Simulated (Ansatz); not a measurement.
# Free carriers and the phonons of C (Fd-3m, 2 atoms in the cell)

Aim: how far do free carriers move the optical modes of C (Fd-3m, 2 atoms in the cell)?

Program: Ansatz 0.2.0. Level of theory: DFT LDA, scalar-relativistic, plane waves, PAW; PAW set soft_1. Results are calculated unless marked as measured.

## (1) The starting structure

It takes space group Fd-3m (No. 227, cubic). The conventional cell has a = 3.567 Å, b = 3.567 Å, c = 3.567 Å, α = 90.00°, β = 90.00°, γ = 90.00°. Nearest to C lie 4 C at 1.54 Å.

## (2) A rough relaxation first

The start is far from rest, so a relaxation with loose tolerances brings it close first.

input.yaml

```yaml
crystal:
  lattice:
    - [0.0, 1.78337, 1.78337]
    - [1.78337, 0.0, 1.78337]
    - [1.78337, 1.78337, 0.0]
  atoms:
    - { symbol: C, position: [0.5, 0.5, 0.5] }
    - { symbol: C, position: [0.75, 0.75, 0.75] }
kpoints:
  mp_grid: { grid: [10, 10, 10] }
hamiltonian:
  xc: lda
  pseudopotentials: { kind: paw, azcp: { folder: soft_1 }, xc_functional: pbe }
scf:
  occupations: { method: gaussian, width: 0.1 }
output:
  forces: true
  stress: true
  eigenvalues: true
relax:
  adjacent_minimum: "off"
  f_tol: 0.05
  max_steps: 80
  cell: { stress_tol: 0.5 }
```

On the command line:

```bash
> ansatz run input.yaml --threads 4 --pin off --max-ram 16384MiB --backend cpu --events-out ev --progress --plain --runs-dir out
```

Numbers of over 12 decimals in the logs are rounded to 6 here.

The log of the run:

```text
The last accepted step is kept in <dir> (removed where the run ends without a failure and the disk answers)
Engine: ansatz 0.2.0, x86_64-unknown-linux-gnu
Pseudopotentials: kind: paw
Pseudopotential: C, paw, valence charge 4, recommended cutoff 420 eV (normal), soft_1/C.paw.azcp
Functional definition: SPW92
  exchange = slater_x
  correlation = pw_c
Crystal: 2 atoms, lattice volume = 11.344 Å³
[...]
--- Relaxed structure (3 steps of the walk, 3 accepted, 1 SCFs on fresh bases) ---
  F+E_penalty+E_count = -485.99037661 eV   max|allowed force component| = 1.850e-16 eV/Å   (the final SCF, on the basis selected at the relaxed cell)
  cell:  # Å, volume = 11.0108 Å³
    - [0, 1.765749, 1.765749]
    - [1.765749, 0, 1.765749]
    - [1.765749, 1.765749, 0]
  atoms:
    - { symbol: C, position: [0.5, 0.5, 0.5] }
    - { symbol: C, position: [0.750000, 0.750000, 0.750000] }
[key lines of the parts left out:]
SCF converged after 7 iterations
Free energy (F): -485.990377 eV
Fermi energy:    15.743074 eV
P = ⅓ Tr σ = -0.0150 GPa (-0.150 kbar)
```

Elapsed: 0.76 s, on 4 threads of Intel Xeon Platinum 8375C at 2.90GHz (Ice Lake), shared host; peak memory 0.27 GiB; 1.9 s of CPU time.

Step by step:

| step | energy less that of the first step (eV) | largest force component (eV/Å) | pressure (GPa) | volume (Å³) |
| --- | --- | --- | --- | --- |
| 1 | 0.0000 | 0.0000 | -13.21 | 11.34 |
| 2 | -0.0128 | 0.0000 | -5.19 | 11.14 |
| 3 | -0.0155 | 0.0000 | 0.20 | 11.01 |
| 4* | -0.0141 | 0.0000 | -0.01 | 11.01 |

Relaxation steps marked * repeat the geometry before them on a plane-wave basis chosen anew for their cell, so energy and pressure can jump there.

Forces are held to the 48 operations that the run works with; a distortion that breaks them can't arise in this run.

| conventional cell, symmetrised | before | after | change |
| --- | --- | --- | --- |
| a (Å) | 3.567 | 3.531 | -1.0 % |
| b (Å) | 3.567 | 3.531 | -1.0 % |
| c (Å) | 3.567 | 3.531 | -1.0 % |
| volume (Å³/atom) | 5.67 | 5.51 | -2.9 % |

Final coordinates:

```
C
1.0
     0.00000    1.76575    1.76575
     1.76575    0.00000    1.76575
     1.76575    1.76575    0.00000
C
2
Direct
  0.50000 0.50000 0.50000
  0.75000 0.75000 0.75000
```

This step gave:

```yaml
pressure: -0.01498 GPa
gap_on_the_k_mesh: 4.211 eV
volume_per_atom: 5.505 Å³
```

In this step the volume went from 5.67 to 5.51 Å³/atom.

## (3) Relaxation

The cell and atoms are relaxed, since residual forces and stress would shift the frequencies.

input.yaml

```yaml
crystal:
  lattice:
    - [0.0, 1.7657494264, 1.7657494264]
    - [1.7657494264, 0.0, 1.7657494264]
    - [1.7657494264, 1.7657494264, 0.0]
  atoms:
    - { symbol: C, position: [0.5, 0.5, 0.5] }
    - { symbol: C, position: [0.75, 0.75, 0.75] }
kpoints:
  mp_grid: { grid: [12, 12, 12] }
hamiltonian:
  xc: lda
  pseudopotentials: { kind: paw, azcp: { folder: soft_1 }, xc_functional: pbe }
scf:
  occupations: { method: gaussian, width: 0.02 }
output:
  forces: true
  stress: true
  eigenvalues: true
  write_density: true
  write_potential: true
  elf: true
  volumetric_format: npy
relax:
  adjacent_minimum: "off"
  f_tol: 0.005
  max_steps: 80
  cell: { stress_tol: 0.05 }
```

The log of the run:

```text
[...]
Crystal: 2 atoms, lattice volume = 11.011 Å³
Basis set: ecut = 420 eV, 181 PW (Γ)
Bands: 8, of which v1, the nominal top of the filled ones, is band 4 counted from 1 (3 counted from 0)
Symmetry: 48 space group operations
[...]
k-points: 72 of 1728
[...]
SCF iter   1: F=—  HF=-486.719976 eV  |F-HF|=—  |Δ(HF+E_count)|=         —  Δρ=1.47e-1  dr2=1.68e0  ethr=3.10e-3  ⟨swp⟩=4.8  Hψ=3712  notcnv=0
[...]
SCF iter   6: F=-485.990475 eV  HF=-485.990475 eV  |F-HF|=1.14e-12  |Δ(HF+E_count)|=   5.41e-9  Δρ=2.46e-7  dr2=1.63e-12  ethr=1.28e-10  ⟨swp⟩=4.9  Hψ=2581  notcnv=0
SCF 1 converged in 6 iterations: F = -485.990475 eV  dr2 = 1.63e-12
[...]
relax step   1: F+E_penalty+E_count = -485.99047453 eV  Δ(F+E_penalty+E_count) = +0.000e0 eV  max|allowed force component| = 1.850e-17 eV/Å  Δτ_max = 0.0000 Å  P = -0.021 GPa  Ω = 11.011 Å³  (6 SCF iters, accepted)
[...]
SCF iter   1: F=—  HF=-485.990475 eV  |F-HF|=—  |Δ(HF+E_count)|=         —  Δρ=2.56e-7  dr2=2.16e-12  ethr=1.77e-8  ⟨swp⟩=3.3  Hψ=5414  notcnv=0
eigensolver tolerance schedule: the retry pair's looser diagonalisation over-reported the residual by 655439.18 of it (diagonalisation noise at an unbounded share of the residual, at the tolerance the schedule requests for it); recorded, not acted on — ethr = c·dr2/N_el stays at c = 1.0e-1
[...]
SCF iter   6: F=-485.990475 eV  HF=-485.990475 eV  |F-HF|=5.68e-14  |Δ(HF+E_count)|=  1.14e-13  Δρ=2.11e-10  dr2=3.35e-18  ethr=1.00e-12  ⟨swp⟩=1.6  Hψ=1561  notcnv=0
SCF 2 converged in 6 iterations: F = -485.990475 eV  dr2 = 3.35e-18
relax step   2: F+E_penalty+E_count = -485.99047453 eV  Δ(F+E_penalty+E_count) = -5.684e-14 eV  max|allowed force component| = 5.782e-18 eV/Å  Δτ_max = 0.0000 Å  P = -0.021 GPa  Ω = 11.011 Å³  stress off target by 2.14e-2 GPa  SCF on the basis re-selected at this cell (its energy is not comparable with the rows above)  (6 SCF iters)
basis re-selected at this cell: Δ(F+E_penalty+E_count) = -5.684e-14 eV, ΔP = +0.000 GPa vs the last step (what re-selecting the basis moved, of the pressure what is left beyond the Pulay correction that the steps carried, after the strain that the cell walked since its last selection, with what the two solves' SCF thresholds leave and, on support functions, any second-order correction that the steps lacked; it is no  [...]
SCF converged after 6 iterations
Free energy (F): -485.990475 eV
[...]
Internal energy: -485.990475 eV  (E = F + TS)
E sigma→0 (E₀):  -485.990475 eV
Fermi energy:    15.738944 eV
[...]
--- Stress (GPa, compression-positive) ---
       -0.021434       0.000000      -0.000000
        0.000000      -0.021434       0.000000
        0.000000      -0.000000      -0.021434
  P = ⅓ Tr σ = -0.0214 GPa (-0.214 kbar)
--- Band table (eV; the first three rows and the last of 72) ---
[...]
--- Relaxed structure (1 steps of the walk, 1 accepted, 1 SCFs on fresh bases) ---
[...]
cell:  # Å, volume = 11.0108 Å³
    - [0.0, 1.7657494264, 1.7657494264]
    - [1.7657494264, 0.0, 1.7657494264]
    - [1.7657494264, 1.7657494264, 0.0]
  atoms:
    - { symbol: C, position: [0.500000, 0.500000, 0.500000] }
    - { symbol: C, position: [0.750000, 0.750000, 0.750000] }
```

The job ended after 0.57 s (4 threads; peak memory 0.29 GiB).

Little changed from the start: no atom moved by 0.005 Å and no cell edge by 0.1 %.

Numbers from this step:

- pressure: -0.02143 GPa
- gap on the k-mesh: 4.202 eV

Valence density in the ac plane of a cell with a along [110], b along [-110] and c along [001] of the cube at fractional y = 0.000, with atoms of C within 0.2 Å of it. It is the smooth field of the valence electrons, not physical close to the nuclei.

Values in e/Å³, 9 rows by 14 columns, each cell a mean:
```
1.6 1.2 0.5 0.3 0.4 0.8 1.5 1.6 1.2 0.5 0.3 0.4 0.8 1.5
1.0 0.6 0.3 0.1 0.2 0.4 0.8 1.0 0.6 0.3 0.1 0.2 0.4 0.8
0.3 0.3 0.2 0.1 0.1 0.2 0.3 0.3 0.3 0.2 0.1 0.1 0.2 0.3
0.1 0.2 0.2 0.2 0.2 0.2 0.1 0.1 0.2 0.2 0.2 0.2 0.2 0.1
0.1 0.2 0.5 0.7 0.6 0.3 0.1 0.1 0.2 0.5 0.7 0.6 0.3 0.1
0.2 0.4 1.0 1.5 1.3 0.7 0.3 0.2 0.4 1.0 1.5 1.3 0.7 0.3
0.6 0.9 1.5 1.6 1.7 1.2 0.7 0.6 0.9 1.5 1.6 1.7 1.2 0.7
1.4 1.6 1.7 1.6 1.7 1.6 1.5 1.4 1.6 1.7 1.6 1.7 1.6 1.5
1.7 1.7 1.1 0.9 0.9 1.4 1.8 1.7 1.7 1.1 0.9 0.9 1.4 1.8
```
Columns run along a (5.0 Å), rows up along c (3.5 Å), edges of the conventional cell, whose origin can differ from the input's. Atoms in or near the plane, at fractional coordinates: C at (0.00, 0.00), C at (0.50, 0.00), C at (0.25, 0.25), C at (0.75, 0.25).

ELF in the ac plane of a cell with a along [110], b along [-110] and c along [001] of the cube at fractional y = 0.000, with atoms of C within 0.2 Å of it. It is the smooth field of the valence electrons, not physical close to the nuclei.

Values, 9 rows by 14 columns, each cell a mean:
```
0.28 0.48 0.44 0.24 0.33 0.48 0.34 0.28 0.48 0.44 0.24 0.33 0.48 0.34
0.57 0.44 0.18 0.05 0.11 0.32 0.52 0.57 0.44 0.18 0.05 0.11 0.32 0.52
0.27 0.16 0.06 0.04 0.05 0.11 0.24 0.27 0.16 0.06 0.04 0.05 0.11 0.24
0.05 0.05 0.10 0.16 0.14 0.08 0.06 0.05 0.05 0.10 0.16 0.14 0.08 0.06
0.03 0.13 0.36 0.51 0.45 0.23 0.07 0.03 0.13 0.36 0.51 0.45 0.23 0.07
0.15 0.35 0.49 0.44 0.45 0.43 0.22 0.15 0.35 0.49 0.44 0.45 0.43 0.22
0.50 0.68 0.52 0.12 0.29 0.67 0.59 0.50 0.68 0.52 0.12 0.29 0.67 0.59
0.60 0.85 0.80 0.47 0.66 0.90 0.74 0.60 0.85 0.80 0.47 0.66 0.90 0.74
0.18 0.64 0.78 0.62 0.71 0.79 0.36 0.18 0.64 0.78 0.62 0.71 0.79 0.36
```
Columns run along a (5.0 Å), rows up along c (3.5 Å), edges of the conventional cell, whose origin can differ from the input's. Atoms in or near the plane, at fractional coordinates: C at (0.00, 0.00), C at (0.50, 0.00), C at (0.25, 0.25), C at (0.75, 0.25).

Electrostatic potential energy in the ac plane of a cell with a along [110], b along [-110] and c along [001] of the cube at fractional y = 0.000, with atoms of C within 0.2 Å of it. With pseudopotentials it is smooth inside the atoms' cores, unlike the true potential.

Ten even steps from '0' (-49 eV) to '9' (15 eV), each cell a mean:
```
14899721489972
78999977899997
99999999999999
99999999999999
99988999998899
99624899962489
98301699830169
46523654652365
03888610388861
```
Columns run along a (5.0 Å; values clipped at the 3rd and 97th percentile), rows up along c (3.5 Å), edges of the conventional cell, whose origin can differ from the input's. Atoms in or near the plane, at fractional coordinates: C at (0.00, 0.00), C at (0.50, 0.00), C at (0.25, 0.25), C at (0.75, 0.25).

In this step the volume went from 5.51 to 5.51 Å³/atom.

## (4) Tight relaxation

Phonons need small forces and stress, so the relaxation is finished with tight tolerances on 12×12×12 k points.

input.yaml, the sections that differ from step 3:

```yaml
scf:
  occupations: { method: fixed }
output:
  forces: true
  stress: true
  eigenvalues: true
relax:
  adjacent_minimum: "off"
  f_tol: 0.001
  max_steps: 60
  cell: { stress_tol: 0.01 }
# crystal, kpoints, hamiltonian: as in step 3
```

The log of the run:

```text
[...]
Crystal: 2 atoms, lattice volume = 11.011 Å³
Basis set: ecut = 420 eV, 181 PW (Γ)
Bands: 8, of which v1, the nominal top of the filled ones, is band 4 counted from 1 (3 counted from 0)
Symmetry: 48 space group operations
[...]
k-points: 72 of 1728
[...]
P = ⅓ Tr σ = -0.0086 GPa (-0.086 kbar)
--- Band table (eV; the first three rows and the last of 72) ---
[...]
--- Relaxed structure (2 steps of the walk, 2 accepted, 1 SCFs on fresh bases) ---
[...]
cell:  # Å, volume = 11.0105 Å³
    - [0, 1.765733, 1.765733]
    - [1.765733, 0, 1.765733]
    - [1.765733, 1.765733, 0]
  atoms:
    - { symbol: C, position: [0.500000, 0.500000, 0.500000] }
    - { symbol: C, position: [0.750000, 0.750000, 0.750000] }
[key lines of the parts left out:]
SCF converged after 4 iterations
Free energy (F): -485.990476 eV
Fermi energy:    13.638634 eV
```

Run time: 0.61 s. Hardware: 4 threads; peak memory 0.29 GiB.

Little changed from the start: no atom moved by 0.005 Å and no cell edge by 0.1 %.

Numbers from this step:

```
pressure : -0.008565 GPa
```

The forces vanish by symmetry and the pressure is -0.009 GPa, within the tolerances set. The cell now holds 5.51 Å³/atom.

## (5) Ground state of a member: no carriers

The cell of the neutral crystal is kept with no carriers. The bands are sampled on 42×42×42 points with Fermi-Dirac filling of 0.03 eV.

input.yaml, the sections that differ from step 4:

```yaml
crystal:
  lattice:
    - [0.0, 1.7657332855, 1.7657332855]
    - [1.7657332855, 0.0, 1.7657332855]
    - [1.7657332855, 1.7657332855, 0.0]
  atoms:
    - { symbol: C, position: [0.5, 0.5, 0.5] }
    - { symbol: C, position: [0.75, 0.75, 0.75] }
kpoints:
  mp_grid: { grid: [42, 42, 42] }
scf:
  occupations: { method: fermi_dirac, width: 0.03 }
# hamiltonian, output: as in step 4
# relax: removed
```

The log of the run:

```text
[...]
Crystal: 2 atoms, lattice volume = 11.010 Å³
Basis set: ecut = 420 eV, 181 PW (Γ)
Bands: 8, of which v1, the nominal top of the filled ones, is band 4 counted from 1 (3 counted from 0)
Symmetry: 48 space group operations
[...]
k-points: 1903 of 74088
[...]
SCF iter   1: F=—  HF=-486.720029 eV  |F-HF|=—  |Δ(HF+E_count)|=         —  Δρ=1.47e-1  dr2=1.68e0  ethr=3.10e-3  ⟨swp⟩=4.8  Hψ=98226  notcnv=0
[...]
SCF iter   6: F=-485.990476 eV  HF=-485.990476 eV  |F-HF|=1.25e-12  |Δ(HF+E_count)|=   5.41e-9  Δρ=2.87e-7  dr2=2.32e-12  ethr=1.25e-10  ⟨swp⟩=2.2  Hψ=50941  notcnv=0
SCF 1 converged in 6 iterations: F = -485.990476 eV  dr2 = 2.32e-12
[...]
SCF converged after 6 iterations
Free energy (F): -485.990476 eV
[...]
Internal energy: -485.990476 eV  (E = F + TS)
E sigma→0 (E₀):  -485.990476 eV
Fermi energy:    15.720087 eV
[...]
--- Stress (GPa, compression-positive) ---
       -0.008148      -0.000000      -0.000000
        0.000000      -0.008148       0.000000
       -0.000000       0.000000      -0.008148
  P = ⅓ Tr σ = -0.0081 GPa (-0.081 kbar)
--- Band table (eV; the first three rows and the last of 1903) ---
[...]
```

It took 2.8 s on 4 threads; peak memory 0.53 GiB; 9.4 s of CPU time.

In the SCF lines HF is the Harris–Foulkes energy and dr2 the Hartree energy of the density residual, in eV; the loop may stop once dr2 is under the threshold and the program's other checks hold. Hψ counts applications of the Hamiltonian.

The forces vanish by symmetry.

## (6) Zone-centre modes of the member: no carriers

The force constants come from the linear response of the density to a displacement.

The zone-centre modes follow for no carriers.

input.yaml, as its differences from that of step 5:

```diff
@@ -16,4 +16,4 @@
 output:
-  forces: true
-  stress: true
   eigenvalues: true
+phonons:
+  method: dfpt
```

The log of the run:

```text
zone centre: on kpoints.mp_grid the ground state, and the responses unless they are solved on pairs of k-points, stand on 5214 of the mesh's 74088 k-points, reduced under 8 symmetry operations, with k and −k counted as one. Each operation leaves every solved displacement unchanged or reverses it
[...]
Crystal: 2 atoms, lattice volume = 11.010 Å³
Basis set: ecut = 420 eV, 181 PW (Γ), exchange–correlation on 40×40×40 points (8 copies of the dense FFT grid, shifted against one another)
Bands: 8, of which v1, the nominal top of the filled ones, is band 4 counted from 1 (3 counted from 0)
Symmetry: 48 space group operations
k-points: 5214 of 74088 (irreducible under 8 space group operations, time reversal used)
[...]
SCF iter   1: F=—  HF=-486.720029 eV  |F-HF|=—  |Δ(HF+E_count)|=         —  Δρ=1.47e-1  dr2=1.68e0  ethr=3.10e-3  ⟨swp⟩=4.8  Hψ=269388  notcnv=0
[...]
SCF iter   6: F=-485.990477 eV  HF=-485.990477 eV  |F-HF|=1.02e-12  |Δ(HF+E_count)|=   5.40e-9  Δρ=2.87e-7  dr2=2.31e-12  ethr=1.00e-12  ⟨swp⟩=5.1  Hψ=192932  notcnv=0
SCF 1 converged in 6 iterations: F = -485.990477 eV  dr2 = 2.31e-12
[...]
DFPT response loops at Γ: preconditioner auto → none (the input reference at scf.mixing.eps_inf says where Resta's filter doesn't serve); β = 0.50; Broyden in place of MSR1
SCF converged after 6 iterations
Free energy (F): -485.990477 eV
[...]
Internal energy: -485.990477 eV  (E = F + TS)
E sigma→0 (E₀):  -485.990477 eV
Fermi energy:    15.720087 eV
[...]
--- Band table (eV; the first three rows and the last of 5214) ---
[...]
--- Phonons (Γ-DFPT): 1 representative perturbation + reference, on 5214 of 74088 k-points (Σ response iterations 3) ---
  k mesh reduced under 8 symmetry operations, with k and −k counted as one. Each operation leaves every solved displacement unchanged or reverses it
  ASR residual: 2.034e-5 → 0.000e0 eV/Å²; symmetrization residual: 1.208e-13 eV/Å²
  ASR residual per site (eV/Å²): 2.03e-5 2.03e-5
  Γ frequencies (cm⁻¹): 0.00 0.00 0.00 1322.59 1322.59 1322.59
  non-analytic LO–TO correction: not included (Born effective charges unavailable; polar crystals: no LO–TO splitting at Γ)
```

Elapsed: 29 s, on 4 threads; peak memory 1.8 GiB.

Numbers from this step:

| Quantity | Value |
| --- | --- |
| sum-rule residual before enforcement | 2.03e-5 eV/Å² |
| point group | m-3m |
| highest optical mode at the zone centre (no LO-TO term) | 1323 cm⁻¹ |
| lowest optical zone-centre mode | 1323 cm⁻¹ |

Patterns of degenerate modes are one choice out of their space. Modes at Γ:

| mode | frequency (cm⁻¹) | symmetry |
| --- | --- | --- |
| 1 | 0.0 | acoustic |
| 2 | 0.0 | acoustic |
| 3 | 0.0 | acoustic |
| 4 | 1322.6 | T2g |
| 5 | 1322.6 | T2g |
| 6 | 1322.6 | T2g |

Displacements in mode 4 (1322.6 cm⁻¹), the largest set to 1:
```
C1   0.00  0.00 -1.00
C2   0.00  0.00  1.00
```

The optical mode lies at 1322.6 cm⁻¹.

The highest mode in this list at Γ lies at 1322.6 cm⁻¹.

## (7) Ground state of a member: 15 × 10²⁰ holes per cm³

The cell of the neutral crystal is kept with 15 × 10²⁰ holes per cm³, balanced by a uniform background. The bands are sampled on 42×42×42 points with Fermi-Dirac filling of 0.03 eV.

input.yaml, as its differences from that of step 6:

```diff
@@ -8,2 +8,3 @@
     - { symbol: C, position: [0.75, 0.75, 0.75] }
+total_charge: 0.016516
 kpoints:
@@ -16,4 +17,4 @@
 output:
+  forces: true
+  stress: true
   eigenvalues: true
-phonons:
-  method: dfpt
```

The log of the run:

```text
[...]
Crystal: 2 atoms, lattice volume = 11.010 Å³
Basis set: ecut = 420 eV, 181 PW (Γ)
Bands: 8, of which v1, the nominal top of the filled ones, is band 4 counted from 1 (3 counted from 0)
Symmetry: 48 space group operations
[...]
k-points: 1903 of 74088
[...]
Internal energy: -486.212101 eV  (E = F + TS)
E sigma→0 (E₀):  -486.212217 eV
Entropy (-TS):   -0.000231 eV (-0.115 meV/atom)
Fermi energy:    13.291133 eV
[...]
--- Stress (GPa, compression-positive) ---
        0.937536      -0.000000       0.000000
       -0.000000       0.937536       0.000000
        0.000000       0.000000       0.937536
  P = ⅓ Tr σ = 0.9375 GPa (9.375 kbar)
--- Band table (eV; the first three rows and the last of 1903) ---
[...]
[key lines of the parts left out:]
SCF converged after 6 iterations
Free energy (F): -486.212332 eV
```

It took 3.5 s on 4 threads; peak memory 0.53 GiB; 12 s of CPU time.

The forces vanish by symmetry.

(Part 1 of 2 ends here.)

[Logs are printed without paths, hosts, clocks, repeated set-up lines and the standing remarks that a program may print on its own settings, such as how far it seeks lower states.]

[Hosts, paths, dates, database ids (printed as entryN), source tags and the programs' standing remarks are cut or masked in the printed files.]
